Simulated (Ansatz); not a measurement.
# GaN (P6_3mc): given cell or relaxed cell?

Aim: gaps of GaN (P6_3mc) at the database cell and after a full relaxation.

Method: PBE, HSE06 and G0W0, plane waves, PAW, in Ansatz 0.2.0.

This is a report of a sequence of runs, with the program logs left out and the cost of each run kept.

The database entry behind the starting cell has ideal inner coordinates that were not refined, so it need not match the best structure at room temperature.

**1. The structure**

Symmetry: P6_3mc, No. 186, hexagonal system. Conventional cell: a = 3.190 Å, b = 3.190 Å, c = 5.189 Å, α = 90.00°, β = 90.00°, γ = 120.00°. Ga has 4 N at 1.95 Å nearest. N has 4 Ga at 1.95 Å nearest. Farther neighbours, and contacts between anions beyond the nearest, are not listed.

The cell and positions come from the Crystallography Open Database and are kept as given unless a step says otherwise. The runs that relaxed it are not among those shown. The default PAW set here is soft_2. Its files were made with PBE.

**2. PBE bands at the given cell**

The cheap functional maps the bands first; the places of the edges decide which points the dearer methods must see.

This step: DFT, PBE, plane waves, PAW.

input.yaml reads:

```yaml
crystal:
  lattice:
    - [3.19, 0.0, 0.0]
    - [-1.595, 2.7626210381, 0.0]
    - [0.0, 0.0, 5.189]
  atoms:
    - { symbol: Ga, position: [0.6666666667, 0.3333333333, 0.0] }
    - { symbol: Ga, position: [0.3333333333, 0.6666666667, 0.5] }
    - { symbol: "N", position: [0.6666666667, 0.3333333333, 0.375] }
    - { symbol: "N", position: [0.3333333333, 0.6666666667, 0.875] }
kpoints:
  mp_grid: { grid: [12, 12, 4] }
  band_path:
    path:
      - [[0.0, 0.0, 0.0], [0.5, 0.0, 0.0], [0.33333333, 0.33333333, 0.0], [0.0, 0.0, 0.0], [0.0, 0.0, 0.5], [0.5, 0.0, 0.5], [0.33333333, 0.33333333, 0.5], [0.0, 0.0, 0.5]]
      - [[0.5, 0.0, 0.5], [0.5, 0.0, 0.0]]
      - [[0.33333333, 0.33333333, 0.5], [0.33333333, 0.33333333, 0.0]]
    npoints: 10
hamiltonian:
  xc: pbe
scf:
  occupations: { method: fermi_dirac, width: 0.02 }
  n_extra_bands: 5
output:
  eigenvalues: true
  write_density: true
  write_potential: true
  elf: true
  volumetric_format: npy
```

The run is started by

```bash
> ansatz run input.yaml --threads 3 --pin off --max-ram 92160MiB --backend cuda --events-out ev --progress --plain --runs-dir out --devices 1 --max-vram 13GiB
```

Run time: 5.8 s. Hardware: 1 × NVIDIA H100 80GB HBM3 (shared by 6 runs) with 3 threads of AMD EPYC 7R13 (Zen 3), shared host; peak memory 0.9 GiB.

This step gave:

```
filled bands         : 18
gap                  : 1.890 eV
valence top at       : Γ
conduction bottom at : Γ
least direct gap     : 1.890 eV
```

The gap is direct, at Γ.

**3. The relaxed cell**

Cell and ions were relaxed with PBE; that run is not shown. It left this cell:

Symmetry: P6_3mc, No. 186, hexagonal system. The conventional cell has a = 3.218 Å, b = 3.218 Å, c = 5.243 Å, α = 90.00°, β = 90.00°, γ = 120.00°. Nearest to Ga lie 4 N at 1.97 to 1.98 Å. N has 4 Ga at 1.97 to 1.98 Å nearest. Farther neighbours, and contacts between anions beyond the nearest, are not listed.

**4. PBE at the relaxed cell**

The cell differs from the one that the last finished run ended in (a 3.190 → 3.218 Å, b 3.190 → 3.218 Å, c 5.189 → 5.243 Å).

input.yaml, the sections that differ from step 2:

```yaml
crystal:
  lattice:
    - [3.2183911654, 0.0, 0.0]
    - [-1.6091955827, 2.7872085085, 0.0]
    - [0.0, 0.0, 5.2428478794]
  atoms:
    - { symbol: Ga, position: [0.6666666667, 0.3333333333, -0.000864929] }
    - { symbol: Ga, position: [0.3333333333, 0.6666666667, 0.499135071] }
    - { symbol: "N", position: [0.6666666667, 0.3333333333, 0.375864929] }
    - { symbol: "N", position: [0.3333333333, 0.6666666667, 0.875864929] }
output:
  eigenvalues: true
# kpoints, hamiltonian, scf: as in step 2
```

It took 3.9 s on 1 × NVIDIA H100 80GB HBM3 (shared by 6 runs) with 3 threads; peak memory 0.9 GiB.

Numbers from this step:

| Property | Result |
| --- | --- |
| gap | 1.711 eV |
| valence top at | Γ |
| conduction bottom at | Γ |
| least direct gap | 1.711 eV |

The gap is direct, at Γ.

**5. HSE06 at the relaxed cell**

HSE06 mixes in a quarter of exact exchange at short range. Exchange couples all pairs of k points, which makes a full band path dear, so levels are read on the mesh and at chosen points.

This step: DFT, HSE06, plane waves, PAW.

input.yaml, the sections that differ from step 4:

```yaml
kpoints:
  mp_grid: { grid: [6, 6, 4] }
  band_path:
    path:
      - [0.0, 0.0, 0.0]
      - [0.5, 0.0, 0.0]
      - [0.33333333, 0.33333333, 0.0]
      - [0.0, 0.0, 0.5]
      - [0.5, 0.0, 0.5]
      - [0.33333333, 0.33333333, 0.5]
    npoints: 1
hamiltonian:
  xc: hse06
scf:
  occupations: { method: fixed }
  n_extra_bands: 5
# crystal, output: as in step 4
```

The job ended after 17 s (1 × NVIDIA H100 80GB HBM3 (shared by 6 runs) with 3 threads; peak memory 1.4 GiB).

This step gave:

```
gap                  : 2.943 eV
valence top at       : Γ
conduction bottom at : Γ
least direct gap     : 2.943 eV
```

The gap stands +1.23 eV against PBE.

**6. G0W0 at the relaxed cell**

Now the one-shot GW correction: screening in the RPA, then the self-energy of the levels asked for.

This step: G0W0 on PBE, plane waves, PAW.

input.yaml reads:

```yaml
crystal:
  lattice:
    - [3.2183911654, 0.0, 0.0]
    - [-1.6091955827, 2.7872085085, 0.0]
    - [0.0, 0.0, 5.2428478794]
  atoms:
    - { symbol: Ga, position: [0.6666666667, 0.3333333333, -0.000864929] }
    - { symbol: Ga, position: [0.3333333333, 0.6666666667, 0.499135071] }
    - { symbol: "N", position: [0.6666666667, 0.3333333333, 0.375864929] }
    - { symbol: "N", position: [0.3333333333, 0.6666666667, 0.875864929] }
kpoints:
  mp_grid: { grid: [6, 6, 4] }
hamiltonian:
  xc: pbe
scf:
  occupations: { method: fixed }
gw:
  n_empty_bands: 140
  ecut_chi: 120
  qp_bands: [v2, c2]
  qp_kpoints: band_edges
  screening: { model: contour_deformation }
```

Wall time 17 s (1 × NVIDIA H100 80GB HBM3 (shared by 6 runs) with 3 threads); peak memory 1.2 GiB; 25 s of CPU time.

This step gave:

* bands summed: 158
* RPA ε∞ on this mesh (eigenvalues): 6.335, 6.335, 6.341
* plane waves in the screening matrix: 135
* G0W0 gap on the mesh: 2.771 eV
* k of the valence top: 0, 0, 0
* k of the conduction bottom: 0, 0, 0
* starting gap on the mesh: 1.710 eV
* least direct G0W0 gap on the computed points: 2.771 eV

The gap on the mesh goes from 1.71 eV to 2.77 eV, a correction of +1.06 eV. Between the two edge states, bare exchange in place of the xc potential would open the gap by 7.70 eV, and correlation takes back 6.63 eV.

**7. G0W0 at the given cell**

input.yaml reads:

```yaml
crystal:
  lattice:
    - [3.19, 0.0, 0.0]
    - [-1.595, 2.7626210381, 0.0]
    - [0.0, 0.0, 5.189]
  atoms:
    - { symbol: Ga, position: [0.6666666667, 0.3333333333, 0.0] }
    - { symbol: Ga, position: [0.3333333333, 0.6666666667, 0.5] }
    - { symbol: "N", position: [0.6666666667, 0.3333333333, 0.375] }
    - { symbol: "N", position: [0.3333333333, 0.6666666667, 0.875] }
kpoints:
  mp_grid: { grid: [6, 6, 4] }
hamiltonian:
  xc: pbe
scf:
  occupations: { method: fixed }
gw:
  n_empty_bands: 136
  ecut_chi: 120
  qp_bands: [v2, c2]
  qp_kpoints: band_edges
  screening: { model: contour_deformation }
```

Wall time 16 s (1 × NVIDIA H100 80GB HBM3 (shared by 6 runs) with 3 threads); peak memory 1.2 GiB; 25 s of CPU time.

Read from the output:

```yaml
bands_summed: 154
rpa_eps_infinity_on_this_mesh_eigenvalues: 5.996, 6.040, 6.040
plane_waves_in_the_screening_matrix: 135
g0w0_gap_on_the_mesh: 3.007 eV
k_of_the_valence_top: 0, 0, 0
k_of_the_conduction_bottom: 0, 0, 0
starting_gap_on_the_mesh: 1.889 eV
least_direct_g0w0_gap_on_the_computed_points: 3.007 eV
```

The gap on the mesh goes from 1.89 eV to 3.01 eV, a correction of +1.12 eV. Between the two edge states, bare exchange in place of the xc potential would open the gap by 7.86 eV, and correlation takes back 6.74 eV.

**8. Together**

G0W0 rows are gaps on the mesh, lowered where the mesh misses an edge of the band path.

```csv
level,given cell (eV),relaxed cell (eV),change (eV)
PBE,1.89,1.71,−0.18
HSE06,-,2.94,-
G0W0@PBE,3.01,2.77,−0.24
```

**9. Summary of results**

```
volume change          : +2.8 %
PBE, given cell        : 1.89 eV
PBE, relaxed cell      : 1.71 eV
HSE06, relaxed cell    : 2.94 eV
G0W0@PBE, relaxed cell : 2.77 eV
G0W0@PBE, given cell   : 3.01 eV
known limits           : short of the basis limit; no spin-orbit coupling
```

Relaxation changes the volume by +2.8 % and the gap by −0.18 eV (PBE) and −0.24 eV (G0W0@PBE). Bands and cutoff are finite, so the gap stands short of the basis limit, usually by up to a few tenths of an eV; the mesh is an error of its own. The many-body steps are scalar-relativistic: spin-orbit coupling is not in them.

[Long decimals in the printed logs are rounded to 6 places.]

[Logs are printed without paths, hosts, clocks, repeated set-up lines and the standing remarks that a program may print on its own settings, such as how far it seeks lower states.]

[Paths, hosts, dates, memory and timing lines, banners, echoed tables and standing remarks are left out of the program output; an Ansatz launch command may be rebuilt from the run's recorded settings. Measured values are a selection of at most five: reports struck by readers or far from the other reports are left out. None is set beside runs whose start may be inverted or whose files or cutoffs have a known fault.]

[Runs of the session that timed out or met a known fault of the program may be left out.]

[Cells called generated may have been cut or substituted from an entry of the Crystallography Open Database or the Materials Project.]

[Hosts, paths, dates, database ids (printed as entryN), source tags and the programs' standing remarks are cut or masked in the printed files.]

[Where the starting crystal was built by hand or by swapping elements, it need not be the compound's stable phase.]
